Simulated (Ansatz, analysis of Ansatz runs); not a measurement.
# YScO3 (Pnma), nudged elastic band: V_O hop (3.0 Å) (q = +2), part 3 of 4

Wanted: path and barrier of a jump of O in YScO3 (Pnma) at charge +2. The case: V_O hop (3.0 Å), in a cell of 40 host atoms with 1 O taken out.

Ansatz 0.2.0; plane-wave PAW DFT, LDA; nudged elastic band between two relaxed defect structures at fixed charge in a uniform background.

So far: The starting structure; Relaxation of the start point, charge +2; Relaxation of the end point, charge +2.

### 4. Nudged elastic band, charge +2

5 movable images are laid between the ends on a pair-potential path, which keeps atoms from colliding in the first guess. Each image feels the true force across the path and a spring force along it. The highest image is set to climb to the top of the path.

This step: plane-wave PAW DFT, LDA; nudged elastic band between two relaxed defect structures at fixed charge in a uniform background.

qp2.neb/input.yaml reads:

```yaml
crystal:
  lattice:
    - [0.0, 7.77564706, 5.34161926]
    - [5.64134763, 0.0, 5.34161926]
    - [5.64134763, 7.77564706, 0.0]
  atoms:
    - { symbol: "Y", position: [0.40255451, 0.57052989, 0.36715391] }
    - { symbol: "Y", position: [0.88286488, 0.08958775, 0.84762322] }
    - { symbol: "Y", position: [0.08038202, 0.39155101, 0.16951978] }
    - { symbol: "Y", position: [0.58883135, 0.8913314, 0.66092524] }
    - { symbol: "Y", position: [0.42178162, 0.09868149, 0.34736071] }
    - { symbol: "Y", position: [0.90481824, 0.61772589, 0.82730416] }
    - { symbol: "Y", position: [0.10642171, 0.91891412, 0.14435516] }
    - { symbol: "Y", position: [0.61363055, 0.44210175, 0.63737121] }
    - { symbol: Sc, position: [0.218961, 0.25325855, 0.75385007] }
    - { symbol: Sc, position: [0.76031323, 0.75311165, 0.24147334] }
    - { symbol: Sc, position: [0.00669574, 0.00036248, 0.49282942] }
    - { symbol: Sc, position: [0.49347188, 0.49984591, 0.00682562] }
    - { symbol: Sc, position: [0.24286839, 0.74980118, 0.75765246] }
    - { symbol: Sc, position: [0.7569394, 0.24997564, 0.24328442] }
    - { symbol: Sc, position: [0.00929515, 0.50434165, 0.48944416] }
    - { symbol: Sc, position: [0.49698708, -0.02417787, 0.03021358] }
    - { symbol: O, position: [0.97224407, 0.66066483, 0.27784751] }
    - { symbol: O, position: [0.41563766, 0.79141471, 0.00718765] }
    - { symbol: O, position: [0.91396559, 0.28522878, 0.51806617] }
    - { symbol: O, position: [0.24330365, 0.96403451, 0.83490092] }
    - { symbol: O, position: [0.73146741, 0.46733044, 0.33685271] }
    - { symbol: O, position: [0.29359699, 0.40279192, 0.29703649] }
    - { symbol: O, position: [0.76196097, 0.92886759, 0.77412269] }
    - { symbol: O, position: [0.47589568, 0.2149813, 0.48971786] }
    - { symbol: O, position: [0.95278704, 0.74385474, 0.95732543] }
    - { symbol: O, position: [0.15966139, 0.97042731, 0.59041103] }
    - { symbol: O, position: [0.66007687, 0.47098315, 0.09009642] }
    - { symbol: O, position: [0.3371069, 0.52906994, 0.9128649] }
    - { symbol: O, position: [0.84207974, 0.02863386, 0.40800983] }
    - { symbol: O, position: [0.21779043, 0.08933091, 0.20374866] }
    - { symbol: O, position: [0.7184572, 0.58914796, 0.71167256] }
    - { symbol: O, position: [0.04567101, 0.26002798, 0.03303466] }
    - { symbol: O, position: [0.5371347, 0.77055502, 0.53152678] }
    - { symbol: O, position: [0.09552215, 0.71477079, 0.48093858] }
    - { symbol: O, position: [0.57997755, 0.21978665, 0.97096146] }
    - { symbol: O, position: [0.27255234, 0.52317777, 0.67218116] }
    - { symbol: O, position: [0.76620959, 0.04230915, 0.15562873] }
    - { symbol: O, position: [0.01801906, 0.34232773, 0.72368604] }
    - { symbol: O, position: [0.52659862, 0.8348873, 0.23169119] }
total_charge: 2
basis:
  ecutwfc: 420
  xc_grid: 2
hamiltonian:
  xc: lda
kpoints:
  mp_grid: { grid: [1, 1, 1], shift: [0.25, 0.25, 0.25] }
scf:
  occupations: { method: fixed }
  max_iter: 60
output:
  forces: true
neb:
  images: 5
  f_tol: 0.05
  climbing: true
  initial_path: idpp
  max_iterations: 45
  order_check: false
  final_atoms:
    - { symbol: "Y", position: [0.40037699, 0.58096885, 0.36198474] }
    - { symbol: "Y", position: [0.93711704, 0.07352439, 0.8398564] }
    - { symbol: "Y", position: [0.08292686, 0.39831644, 0.16989004] }
    - { symbol: "Y", position: [0.59164592, 0.91280114, 0.64716572] }
    - { symbol: "Y", position: [0.40616279, 0.09256171, 0.35755325] }
    - { symbol: "Y", position: [0.92387864, 0.61461054, 0.82498062] }
    - { symbol: "Y", position: [0.09432265, 0.9198634, 0.15022942] }
    - { symbol: "Y", position: [0.61378099, 0.42599332, 0.63061344] }
    - { symbol: Sc, position: [0.25329544, 0.2524896, 0.75614831] }
    - { symbol: Sc, position: [0.75010385, 0.75464789, 0.2430926] }
    - { symbol: Sc, position: [0.0058493, 0.00624523, 0.49672294] }
    - { symbol: Sc, position: [0.49171502, 0.53190075, 0.00267704] }
    - { symbol: Sc, position: [0.25792901, 0.7357099, 0.75845254] }
    - { symbol: Sc, position: [0.75145013, 0.25880898, 0.23966604] }
    - { symbol: Sc, position: [0.00618249, 0.50550013, 0.49643523] }
    - { symbol: Sc, position: [0.49700074, -0.01095549, 0.0030751] }
    - { symbol: O, position: [0.9636734, 0.6653191, 0.28498142] }
    - { symbol: O, position: [0.4035589, 0.79859133, 0.01451736] }
    - { symbol: O, position: [0.91578063, 0.28949735, 0.51700365] }
    - { symbol: O, position: [0.2075798, 0.97016732, 0.84669226] }
    - { symbol: O, position: [0.71898647, 0.47245367, 0.33710927] }
    - { symbol: O, position: [0.29875987, 0.40706968, 0.28557027] }
    - { symbol: O, position: [0.78892821, 0.93647442, 0.79424453] }
[... 8 lines left out ...]
    - { symbol: O, position: [0.04233566, 0.25820613, 0.04179708] }
    - { symbol: O, position: [0.53794052, 0.77628463, 0.53105947] }
    - { symbol: O, position: [0.09462547, 0.72527455, 0.47378707] }
    - { symbol: O, position: [0.47575556, 0.16387838, 0.78417973] }
    - { symbol: O, position: [0.27854318, 0.53212198, 0.66271807] }
    - { symbol: O, position: [0.75625481, 0.04926805, 0.15156476] }
    - { symbol: O, position: [0.04385976, 0.3443891, 0.71200093] }
    - { symbol: O, position: [0.53203097, 0.84310767, 0.21558519] }
```

The run is started by

```sh
> ansatz run input.yaml --threads 4 --pin off --max-ram 7536MiB --backend cpu --events-out ev --progress --plain --runs-dir out
```

Numbers of over 12 decimals in the logs are rounded to 6 here.

Output:

```text
[...]
Warning: neb: disabling space-group detection — the band's intermediate images generally break the endpoint symmetry, so the full k-mesh is solved, and no spatial operation symmetrises the density, except that a semilocal band can use its path's symmetry [...]
[...]
parallel-image band execution: 4 concurrent image workers
NEB image 0
Crystal: 39 atoms, lattice volume = 468.622 Å³
Basis set: ecut = 420 eV, 9099 PW (Γ), exchange–correlation on 128×108×144 points (8 copies of the dense FFT grid, shifted against one another)
Bands: 195, of which v1, the nominal top of the filled ones, is band 156 counted from 1 (155 counted from 0)
Symmetry: 1 space group operations
k-points: 1
[...]
SCF iter   1: F=—  HF=-59555.701162 eV  |F-HF|=—  |Δ(HF+E_count)|=         —  Δρ=1.16e-2  dr2=1.19e0  ethr=1.77e-3  ⟨swp⟩=4.0  Hψ=621  notcnv=0  defer=35
[...]
SCF iter  10: F=-59555.352846 eV  HF=-59555.352846 eV  |F-HF|=1.14e-8  |Δ(HF+E_count)|=   1.81e-8  Δρ=2.15e-6  dr2=2.01e-8  ethr=3.21e-11  ⟨swp⟩=4.0  Hψ=556  notcnv=0
SCF 1 converged in 10 iterations: F = -59555.352846 eV  dr2 = 2.01e-8
[...]
NSCF: frozen V_eff on 1 k-points
NEB image 6
SCF iter   1: F=—  HF=-59555.520628 eV  |F-HF|=—  |Δ(HF+E_count)|=         —  Δρ=1.14e-2  dr2=1.13e0  ethr=1.77e-3  ⟨swp⟩=4.0  Hψ=618  notcnv=0  defer=37
[...]
SCF iter  10: F=-59555.188870 eV  HF=-59555.188870 eV  |F-HF|=7.97e-9  |Δ(HF+E_count)|=   2.60e-8  Δρ=2.36e-6  dr2=2.73e-8  ethr=3.21e-11  ⟨swp⟩=4.0  Hψ=560  notcnv=0
SCF 2 converged in 10 iterations: F = -59555.188870 eV  dr2 = 2.73e-8
[...]
NEB end point (image 0): max|allowed force component| = 1.358e-2 eV/Å (the criterion of neb.relax_end_points is 1.000e-2)
NEB end point (image 6): max|allowed force component| = 1.187e-2 eV/Å (the criterion of neb.relax_end_points is 1.000e-2)
NEB image 1
SCF iter   1: F=—  HF=-59554.774612 eV  |F-HF|=—  |Δ(HF+E_count)|=         —  Δρ=1.16e-2  dr2=1.09e0  ethr=1.77e-3  ⟨swp⟩=4.0  Hψ=620  notcnv=0  defer=36
[...]
SCF iter  10: F=-59554.461775 eV  HF=-59554.461775 eV  |F-HF|=7.06e-10  |Δ(HF+E_count)|=   1.13e-7  Δρ=2.37e-6  dr2=2.68e-8  ethr=3.21e-11  ⟨swp⟩=3.0  Hψ=510  notcnv=0
SCF 3 converged in 10 iterations: F = -59554.461775 eV  dr2 = 2.68e-8
NEB image 2
SCF iter   1: F=—  HF=-59553.307462 eV  |F-HF|=—  |Δ(HF+E_count)|=         —  Δρ=1.15e-2  dr2=9.20e-1  ethr=1.77e-3  ⟨swp⟩=4.0  Hψ=618  notcnv=0  defer=37
[...]
SCF iter  10: F=-59553.052321 eV  HF=-59553.052321 eV  |F-HF|=2.72e-8  |Δ(HF+E_count)|=   8.06e-8  Δρ=3.52e-6  dr2=5.61e-8  ethr=3.21e-11  ⟨swp⟩=4.0  Hψ=560  notcnv=0
SCF 4 converged in 10 iterations: F = -59553.052321 eV  dr2 = 5.61e-8
NEB image 3
SCF iter   1: F=—  HF=-59552.631350 eV  |F-HF|=—  |Δ(HF+E_count)|=         —  Δρ=1.15e-2  dr2=8.64e-1  ethr=1.77e-3  ⟨swp⟩=4.0  Hψ=616  notcnv=0  defer=37
[...]
SCF iter  10: F=-59552.393176 eV  HF=-59552.393176 eV  |F-HF|=3.47e-8  |Δ(HF+E_count)|=   4.70e-8  Δρ=3.72e-6  dr2=5.70e-8  ethr=3.21e-11  ⟨swp⟩=4.0  Hψ=559  notcnv=0
SCF 5 converged in 10 iterations: F = -59552.393176 eV  dr2 = 5.70e-8
NEB image 4
SCF iter   1: F=—  HF=-59553.346382 eV  |F-HF|=—  |Δ(HF+E_count)|=         —  Δρ=1.16e-2  dr2=1.02e0  ethr=1.77e-3  ⟨swp⟩=4.0  Hψ=616  notcnv=0  defer=37
[...]
SCF iter  10: F=-59553.054233 eV  HF=-59553.054233 eV  |F-HF|=3.69e-8  |Δ(HF+E_count)|=   1.22e-7  Δρ=4.17e-6  dr2=7.56e-8  ethr=3.21e-11  ⟨swp⟩=4.0  Hψ=560  notcnv=0
SCF 6 converged in 10 iterations: F = -59553.054233 eV  dr2 = 7.56e-8
NEB image 5
SCF iter   1: F=—  HF=-59554.676011 eV  |F-HF|=—  |Δ(HF+E_count)|=         —  Δρ=1.15e-2  dr2=1.12e0  ethr=1.77e-3  ⟨swp⟩=4.0  Hψ=618  notcnv=0  defer=37
[...]
SCF iter  10: F=-59554.345257 eV  HF=-59554.345257 eV  |F-HF|=3.28e-9  |Δ(HF+E_count)|=   1.20e-7  Δρ=2.70e-6  dr2=3.51e-8  ethr=3.21e-11  ⟨swp⟩=4.0  Hψ=557  notcnv=0
SCF 7 converged in 10 iterations: F = -59554.345257 eV  dr2 = 3.51e-8
NEB iter   1: max|band force component| = 3.337e0 eV/Å  barrier→ = 2.9597 eV  barrier← = 2.7957 eV  Δτ_max = 0.2000 Å  (70 SCF iters)
NEB image 1
[...]
iter 1 solved again at ethr=2.35e-4 eV; its pass at ethr=3.10e-3 eV (dr2=7.33e-1 eV) is discarded
[...]
SCF iter  10: F=-59554.921736 eV  HF=-59554.921736 eV  |F-HF|=4.51e-10  |Δ(HF+E_count)|=   1.77e-8  Δρ=1.20e-6  dr2=6.33e-9  ethr=3.21e-11  ⟨swp⟩=4.0  Hψ=482  notcnv=0
SCF 8 converged in 10 iterations: F = -59554.921736 eV  dr2 = 6.33e-9
NEB image 2
[...]
SCF iter  10: F=-59553.910266 eV  HF=-59553.910266 eV  |F-HF|=1.97e-9  |Δ(HF+E_count)|=   1.32e-8  Δρ=1.41e-6  dr2=1.02e-8  ethr=3.21e-11  ⟨swp⟩=4.0  Hψ=497  notcnv=0
SCF 9 converged in 10 iterations: F = -59553.910266 eV  dr2 = 1.02e-8
NEB image 3
[...]
SCF iter   9: F=-59553.180441 eV  HF=-59553.180441 eV  |F-HF|=2.99e-8  |Δ(HF+E_count)|=   2.60e-7  Δρ=4.94e-6  dr2=9.59e-8  ethr=3.21e-11  ⟨swp⟩=3.0  Hψ=653  notcnv=0
SCF 10 converged in 9 iterations: F = -59553.180441 eV  dr2 = 9.59e-8
NEB image 4
[...]
SCF iter   9: F=-59553.554270 eV  HF=-59553.554270 eV  |F-HF|=1.13e-8  |Δ(HF+E_count)|=   2.57e-7  Δρ=4.43e-6  dr2=7.60e-8  ethr=3.21e-11  ⟨swp⟩=3.0  Hψ=611  notcnv=0
SCF 11 converged in 9 iterations: F = -59553.554270 eV  dr2 = 7.60e-8
NEB image 5
[...]
SCF iter   9: F=-59554.608300 eV  HF=-59554.608300 eV  |F-HF|=3.69e-8  |Δ(HF+E_count)|=   2.72e-8  Δρ=4.16e-6  dr2=6.99e-8  ethr=3.21e-11  ⟨swp⟩=4.0  Hψ=582  notcnv=0
SCF 12 converged in 9 iterations: F = -59554.608300 eV  dr2 = 6.99e-8
NEB iter   2: max|band force component| = 1.104e0 eV/Å  barrier→ = 2.1724 eV  barrier← = 2.0084 eV  Δτ_max = 0.1037 Å  (47 SCF iters)
NEB image 1
[...]
SCF iter   8: F=-59555.138919 eV  HF=-59555.138919 eV  |F-HF|=4.32e-8  |Δ(HF+E_count)|=   2.36e-8  Δρ=3.98e-6  dr2=7.29e-8  ethr=3.21e-11  ⟨swp⟩=4.0  Hψ=560  notcnv=0
SCF 13 converged in 8 iterations: F = -59555.138919 eV  dr2 = 7.29e-8
NEB image 2
[...]
SCF iter   9: F=-59554.190852 eV  HF=-59554.190852 eV  |F-HF|=1.18e-9  |Δ(HF+E_count)|=   6.34e-8  Δρ=1.63e-6  dr2=1.03e-8  ethr=3.21e-11  ⟨swp⟩=2.0  Hψ=604  notcnv=0
SCF 14 converged in 9 iterations: F = -59554.190852 eV  dr2 = 1.03e-8
NEB image 3
[...]
SCF iter   9: F=-59553.438263 eV  HF=-59553.438263 eV  |F-HF|=2.11e-10  |Δ(HF+E_count)|=   8.92e-8  Δρ=1.82e-6  dr2=1.24e-8  ethr=3.21e-11  ⟨swp⟩=2.0  Hψ=607  notcnv=0
[...]
NEB iter  16: max|band force component| = 6.134e-2 eV/Å  barrier→ = 1.7595 eV  barrier← = 1.5955 eV  CI = image 3  Δτ_max = 0.0395 Å  (35 SCF iters)
NEB iter  17: max|band force component| = 1.689e-1 eV/Å  barrier→ = 1.7527 eV  barrier← = 1.5887 eV  CI = image 3  Δτ_max = 0.0198 Å  (36 SCF iters)
NEB iter  18: max|band force component| = 1.314e-1 eV/Å  barrier→ = 1.7474 eV  barrier← = 1.5834 eV  CI = image 3  Δτ_max = 0.0198 Å  (35 SCF iters)
NEB iter  19: max|band force component| = 1.001e-1 eV/Å  barrier→ = 1.7426 eV  barrier← = 1.5786 eV  CI = image 3  Δτ_max = 0.0396 Å  (33 SCF iters)
NEB iter  20: max|band force component| = 9.228e-2 eV/Å  barrier→ = 1.7328 eV  barrier← = 1.5688 eV  CI = image 3  Δτ_max = 0.0396 Å  (33 SCF iters)
NEB iter  21: max|band force component| = 8.886e-2 eV/Å  barrier→ = 1.7223 eV  barrier← = 1.5583 eV  CI = image 3  Δτ_max = 0.0361 Å  (35 SCF iters)
NEB iter  22: max|band force component| = 6.639e-2 eV/Å  barrier→ = 1.7136 eV  barrier← = 1.5496 eV  CI = image 3  Δτ_max = 0.0254 Å  (34 SCF iters)
NEB iter  23: max|band force component| = 5.784e-2 eV/Å  barrier→ = 1.7088 eV  barrier← = 1.5448 eV  CI = image 3  Δτ_max = 0.0209 Å  (33 SCF iters)
NEB image 1
[...]
SCF iter   6: F=-59555.117972 eV  HF=-59555.117972 eV  |F-HF|=3.34e-8  |Δ(HF+E_count)|=   9.95e-9  Δρ=3.44e-6  dr2=4.44e-8  ethr=3.21e-11  ⟨swp⟩=4.0  Hψ=547  notcnv=0
SCF 114 converged in 6 iterations: F = -59555.117972 eV  dr2 = 4.44e-8
NEB image 2
[...]
SCF iter   7: F=-59554.179940 eV  HF=-59554.179940 eV  |F-HF|=5.68e-10  |Δ(HF+E_count)|=   2.02e-8  Δρ=1.70e-6  dr2=1.15e-8  ethr=3.21e-11  ⟨swp⟩=4.0  Hψ=522  notcnv=0
SCF 115 converged in 7 iterations: F = -59554.179940 eV  dr2 = 1.15e-8
NEB image 3
[...]
SCF iter   7: F=-59553.646532 eV  HF=-59553.646532 eV  |F-HF|=2.15e-9  |Δ(HF+E_count)|=   1.63e-8  Δρ=2.35e-6  dr2=2.30e-8  ethr=3.21e-11  ⟨swp⟩=4.0  Hψ=504  notcnv=0
SCF 116 converged in 7 iterations: F = -59553.646532 eV  dr2 = 2.30e-8
NEB image 4
[...]
SCF iter   7: F=-59554.193406 eV  HF=-59554.193406 eV  |F-HF|=7.13e-10  |Δ(HF+E_count)|=   3.20e-8  Δρ=1.91e-6  dr2=1.34e-8  ethr=3.21e-11  ⟨swp⟩=4.0  Hψ=572  notcnv=0
SCF 117 converged in 7 iterations: F = -59554.193406 eV  dr2 = 1.34e-8
NEB image 5
[...]
SCF iter   6: F=-59554.982898 eV  HF=-59554.982898 eV  |F-HF|=3.62e-8  |Δ(HF+E_count)|=   2.03e-8  Δρ=3.94e-6  dr2=5.61e-8  ethr=3.21e-11  ⟨swp⟩=4.0  Hψ=547  notcnv=0
SCF 118 converged in 6 iterations: F = -59554.982898 eV  dr2 = 5.61e-8
NEB image 1
[...]
NEB image 2
[...]
NEB image 4
[...]
NEB image 5
[...]
NEB image 3
[...]
the band table was solved once a step of the walk had ended and its energy, with any forces and stress, was formed, with the checks that follow a solve (888 applications of the Hamiltonian). They found nothing against the state; [...]
NEB iter  24: max|band force component| = 3.750e-2 eV/Å  barrier→ = 1.7063 eV  barrier← = 1.5423 eV  CI = image 3  Δτ_max = 0.0000 Å  (33 SCF iters)
SCF converged after 7 iterations
Free energy (F): -59553.646532 eV
[...]
Internal energy: -59553.646532 eV  (E = F + TS)
E sigma→0 (E₀):  -59553.646532 eV
Fermi energy:    9.724328 eV
[...]
--- Forces (eV/Å), atoms counted from 1 ---
  atom   1  Y      0.00116335    -0.00203669     0.00279432
  atom   2  Y     -0.01448614     0.00827904     0.00435854
  [... 5 atoms left out ...]
  atom   8  Y      0.01243465    -0.00652114     0.02731075
  [... 3 atoms left out ...]
  atom  12  Sc    -0.00349155     0.00629392    -0.00301478
  [... 3 atoms left out ...]
  atom  16  Sc    -0.03753085     0.01920455     0.00422016
  [... 1 atom left out ...]
  atom  18  O      0.01378612    -0.01020830     0.00752209
  atom  19  O      0.01839130     0.01979916    -0.02188998
  [... 3 atoms left out ...]
  atom  23  O      0.01204391    -0.00198916    -0.00995095
  [... 4 atoms left out ...]
  atom  28  O     -0.00308955     0.01203587     0.00871374
  [... 1 atom left out ...]
  atom  30  O      0.01452749     0.00173234    -0.00427543
  [... 4 atoms left out ...]
  atom  35  O     -0.01171579     0.00852427    -0.00414494
  [... 4 atoms left out ...]
  max |Σ_I F_I| component: 3.26e-5 eV/Å
--- Band table (eV) ---
[...]
this run last wrote the band of iteration 24 to <dir>; this run last wrote the band within `neb.f_tol` of iteration 13 to <dir>
--- NEB band (7 images, 24 band iterations, 866 SCF iterations) ---
  forward barrier  = 1.706313 eV
  backward barrier = 1.542338 eV
  climbing image's point = of an order that was not read
  energies are F+E_penalty+E_count in eV, relative to image 0
  image     s (Å)  Δ vs image 0  max|band force component| (eV/Å)
      0    0.0000      0.000000                                 —
      1    0.7118      0.234873                          1.250e-2
      2    1.4235      1.172906                          2.556e-2
  *   3    2.1352      1.706313                          3.750e-2
      4    2.9148      1.159440                          3.612e-2
      5    3.6945      0.369948                          1.978e-2
      6    4.4743      0.163976                                 —
  climbing-image geometry (image 3):
  cell:  # Å, volume = 468.6216 Å³
    - [0.0, 7.77564706, 5.34161926]
    - [5.64134763, 0.0, 5.34161926]
    - [5.64134763, 7.77564706, 0.0]
  atoms:
    - { symbol: Y, position: [0.414274, 0.584751, 0.371748] }
    - { symbol: Y, position: [0.898989, 0.086326, 0.832539] }
    - { symbol: Y, position: [0.151269, 0.371378, 0.131133] }
    - { symbol: Y, position: [0.584425, 0.892971, 0.665944] }
    - { symbol: Y, position: [0.421187, 0.086242, 0.371172] }
    - { symbol: Y, position: [0.916525, 0.611131, 0.824762] }
    - { symbol: Y, position: [0.100289, 0.915720, 0.147980] }
    - { symbol: Y, position: [0.616076, 0.449318, 0.630170] }
    - { symbol: Sc, position: [0.229527, 0.257029, 0.759172] }
    - { symbol: Sc, position: [0.770357, 0.752797, 0.233825] }
    - { symbol: Sc, position: [-0.002631, -0.003241, 0.498616] }
    - { symbol: Sc, position: [0.497795, 0.522031, 0.004538] }
    - { symbol: Sc, position: [0.243900, 0.755537, 0.760645] }
    - { symbol: Sc, position: [0.759288, 0.256468, 0.244544] }
    - { symbol: Sc, position: [0.018270, 0.493816, 0.485901] }
    - { symbol: Sc, position: [0.493290, -0.027252, 0.024766] }
    - { symbol: O, position: [0.977052, 0.644509, 0.277283] }
    - { symbol: O, position: [0.410423, 0.790807, 0.011473] }
    - { symbol: O, position: [0.905514, 0.268325, 0.545110] }
    - { symbol: O, position: [0.240084, 0.974019, 0.835422] }
    - { symbol: O, position: [0.701961, 0.485348, 0.342417] }
    - { symbol: O, position: [0.295895, 0.369884, 0.266249] }
    - { symbol: O, position: [0.768434, 0.906622, 0.783338] }
    - { symbol: O, position: [0.477323, 0.220653, 0.492016] }
    - { symbol: O, position: [0.955704, 0.754758, 0.952751] }
    - { symbol: O, position: [0.158341, 0.963016, 0.592059] }
    - { symbol: O, position: [0.657118, 0.475533, 0.093762] }
    - { symbol: O, position: [0.348249, 0.580094, 0.903377] }
    - { symbol: O, position: [0.836620, 0.021673, 0.411073] }
    - { symbol: O, position: [0.207076, 0.057568, 0.219898] }
    - { symbol: O, position: [0.727224, 0.578125, 0.716248] }
    - { symbol: O, position: [0.044717, 0.267323, 0.039125] }
    - { symbol: O, position: [0.536431, 0.792582, 0.522755] }
    - { symbol: O, position: [0.101777, 0.701519, 0.482087] }
    - { symbol: O, position: [0.474770, 0.235025, 0.886122] }
    - { symbol: O, position: [0.273545, 0.530637, 0.678963] }
    - { symbol: O, position: [0.765323, 0.056196, 0.144659] }
    - { symbol: O, position: [0.037551, 0.333245, 0.715203] }
    - { symbol: O, position: [0.533431, 0.853726, 0.223987] }
```

Run time: 10 min. Hardware: 4 threads of Arm Neoverse V2, shared host; peak memory 2.4 GiB.

The column dr2 measures how far the density is from self-consistency, as an energy; F and HF (Harris–Foulkes) agree once it is small.

The path, image by image:

| image | path (Å) | energy (eV) | O35: x, y, z (Å) |
| --- | --- | --- | --- |
| 0 | 0.000 | 0.0000 | 6.717, 12.060, 4.272 |
| 1 | 0.712 | 0.2349 | 6.536, 11.644, 4.314 |
| 2 | 1.424 | 1.1729 | 6.490, 11.142, 4.081 |
| 3 | 2.135 | 1.7063 | 6.325, 10.582, 3.791 |
| 4 | 2.915 | 1.1594 | 5.927, 10.071, 3.552 |
| 5 | 3.694 | 0.3699 | 5.470, 9.845, 3.440 |
| 6 | 4.474 | 0.1640 | 5.348, 9.797, 3.417 |

Read from the output:

- free energy: -59553.6465 eV
- barrier forward: 1.706 eV
- barrier backward: 1.542 eV
- end less start: 0.1640 eV
- hop length: 2.780 Å

Track of the atom that was set to move:

| image | x (Å) | y (Å) | z (Å) | nearest neighbour | distance (Å) |
| --- | --- | --- | --- | --- | --- |
| 0 | 6.717 | 12.06 | 4.272 | Sc | 2.042 |
| 1 | 6.536 | 11.64 | 4.314 | Sc | 2.015 |
| 2 | 6.49 | 11.14 | 4.081 | Sc | 1.94 |
| 3 | 6.325 | 10.58 | 3.791 | Sc | 1.917 |
| 4 | 5.927 | 10.07 | 3.552 | Sc | 1.975 |
| 5 | 5.47 | 9.845 | 3.44 | Sc | 2.041 |
| 6 | 5.348 | 9.797 | 3.417 | Sc | 2.055 |

The band met its tolerance of 0.05 eV/Å after 24 iterations, with image 3 on top (the start counts as 0). O35, which moves farthest between the ends, has 2 Sc at 2.04 to 2.10 Å and 1 Y at 2.20 Å nearest at the start and 1 Sc at 1.92 Å and 1 Y at 2.11 Å at the top.

(Part 3 of 4 ends here.)

[Logs are printed without paths, hosts, clocks, repeated set-up lines and the standing remarks that a program may print on its own settings, such as how far it seeks lower states.]

[Hosts, paths, dates, database ids (printed as entryN), source tags and the programs' standing remarks are cut or masked in the printed files.]
